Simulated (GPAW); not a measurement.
TiO2 (P4_2/mnm): refractive index against wavelength

The refractive index of TiO2 (P4_2/mnm) along x below the direct gap (1.80 eV on the mesh) is read from one computed spectrum, n = √(Re ε). x, y and z are the Cartesian axes of the input cell.

Cell: a, b, c = 4.592, 4.592, 2.957 Å (primitive vectors), 6 atoms.

Method: GPAW 26.7.0, LDA, RPA, k-mesh 7×7×10, local fields up to 50 eV, Lorentzian half width 0.15 eV.

Launch of the response step: `OMP_NUM_THREADS=1 python df.py`. The run took 3.2 min, its band step included, on 1 thread of Arm Neoverse V1 (shared host).

```tsv
wavelength (nm)	photon energy E (eV)	n
3000	0.413	2.6164
2000	0.620	2.6291
1550	0.800	2.6449
1310	0.946	?
1064	1.165	2.6929
```

In the single-oscillator model n² − 1 = E₀E_d/(E₀² − E²), so 1/(n² − 1) = E₀/E_d − E²/(E₀E_d) is linear in E².

Working, on the rows shown:

| x = E² (eV²) | y = 1/(n² − 1) |
| --- | --- |
| 0.170801 | 0.17107 |
| 0.384302 | 0.169143 |
| 0.639837 | 0.166792 |
| 1.35784 | 0.159956 |

Means: x̄ = 0.6382, ȳ = 0.16674. Σ(x − x̄)(y − ȳ) = -0.007516, Σ(x − x̄)² = 0.8008. Slope = -0.007516 / 0.8008 = -0.009385; intercept = ȳ − slope · x̄ = 0.17273. Turned back into n, the line misses the rows shown by at most 0.00046.

**Question.** What does the fit predict for the withheld row, and how well does it do?

**Answer.** At x = 0.89576 the line gives y = 0.16432, that is 2.6619. The run gave 2.6614, so the interpolation is off by 0.00047, 0.6 % of the range in the table.

Refitted with all rows, the slope is -0.009369 and the intercept 0.17273. These give E₀ = √(intercept/−slope) = 4.29 eV and E_d = E₀/intercept = 24.9 eV; E₀ is 2.4 times the direct gap. The electronic limit at long wavelengths, without lattice vibrations, is n = √(1 + 1/intercept) = 2.606. Excitons are left out; LDA gaps are as a rule too small. The values come from a sum over the points of one k-mesh and carry its error, which grows as the direct gap shrinks. This version of GPAW has incomplete matrix elements in the optical limit, which can lower ε − 1 by up to a tenth where first-row anions or d states rule.

[Logs are printed without paths, hosts, clocks, repeated set-up lines and the standing remarks that a program may print on its own settings, such as how far it seeks lower states.]
